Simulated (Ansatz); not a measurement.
An input for Ansatz 0.2.0 (InSe (R3m)):

```yaml
crystal:
  lattice:
    - [2.0, 1.1547005384, 8.44]
    - [-2.0, 1.1547005384, 8.44]
    - [0.0, -2.3094010768, 8.44]
  atoms:
    - { symbol: In, position: [0.0, 0.0, 0.0] }
    - { symbol: In, position: [0.1114, 0.1114, 0.1114] }
    - { symbol: Se, position: [0.6165, 0.6165, 0.6165] }
    - { symbol: Se, position: [0.8281, 0.8281, 0.8281] }
kpoints:
  mp_grid: { grid: [4, 4, 4] }
hamiltonian:
  xc: r2scan
  pseudopotentials: { kind: paw, source: ansatz }
scf:
  occupations: { method: fixed }
gw:
  n_empty_bands: 349
  ecut_chi: 120
  qp_bands: [v2, c2]
  qp_kpoints: band_edges
  screening: { model: contour_deformation }
```

The database entry behind the starting cell differs from later determinations by our own check (c about 1.5 % long), so it need not match the best structure at ambient conditions.

```sh
ansatz run input.yaml --threads 3 --pin off --max-ram 92160MiB --backend cuda --events-out ev --progress --plain --runs-dir out --devices 1 --max-vram 13GiB  # rebuilt from the run's record
```

Question: How long will it take on 1 × NVIDIA H100 80GB HBM3 (shared by 6 runs) with 3 threads of AMD EPYC 7R13 (Zen 3), shared host, and how much memory?

It took 3.1 min; on shared hardware allow 92 s to 6.2 min. Peak host memory was 5.4 GiB. The sizes that set the cost: 6827 plane waves a state, 13 irreducible k points, 386 bands summed, 363 plane waves in the screening and 9 SCF cycles.

The screening grows as filled bands × empty bands × pairs of k points, times the square of the screening basis for the matrix.

[Paths, hosts, dates, memory and timing lines, banners, echoed tables and standing remarks are left out of the program output.]

[Logs are printed without paths, hosts, clocks, repeated set-up lines and the standing remarks that a program may print on its own settings, such as how far it seeks lower states.]

[Runs of the session that timed out or met a known fault of the program may be left out.]

[Cells called generated may have been cut or substituted from an entry of the Crystallography Open Database or the Materials Project.]

[Hosts, paths, dates, database ids (printed as entryN), source tags and the programs' standing remarks are cut or masked in the printed files.]
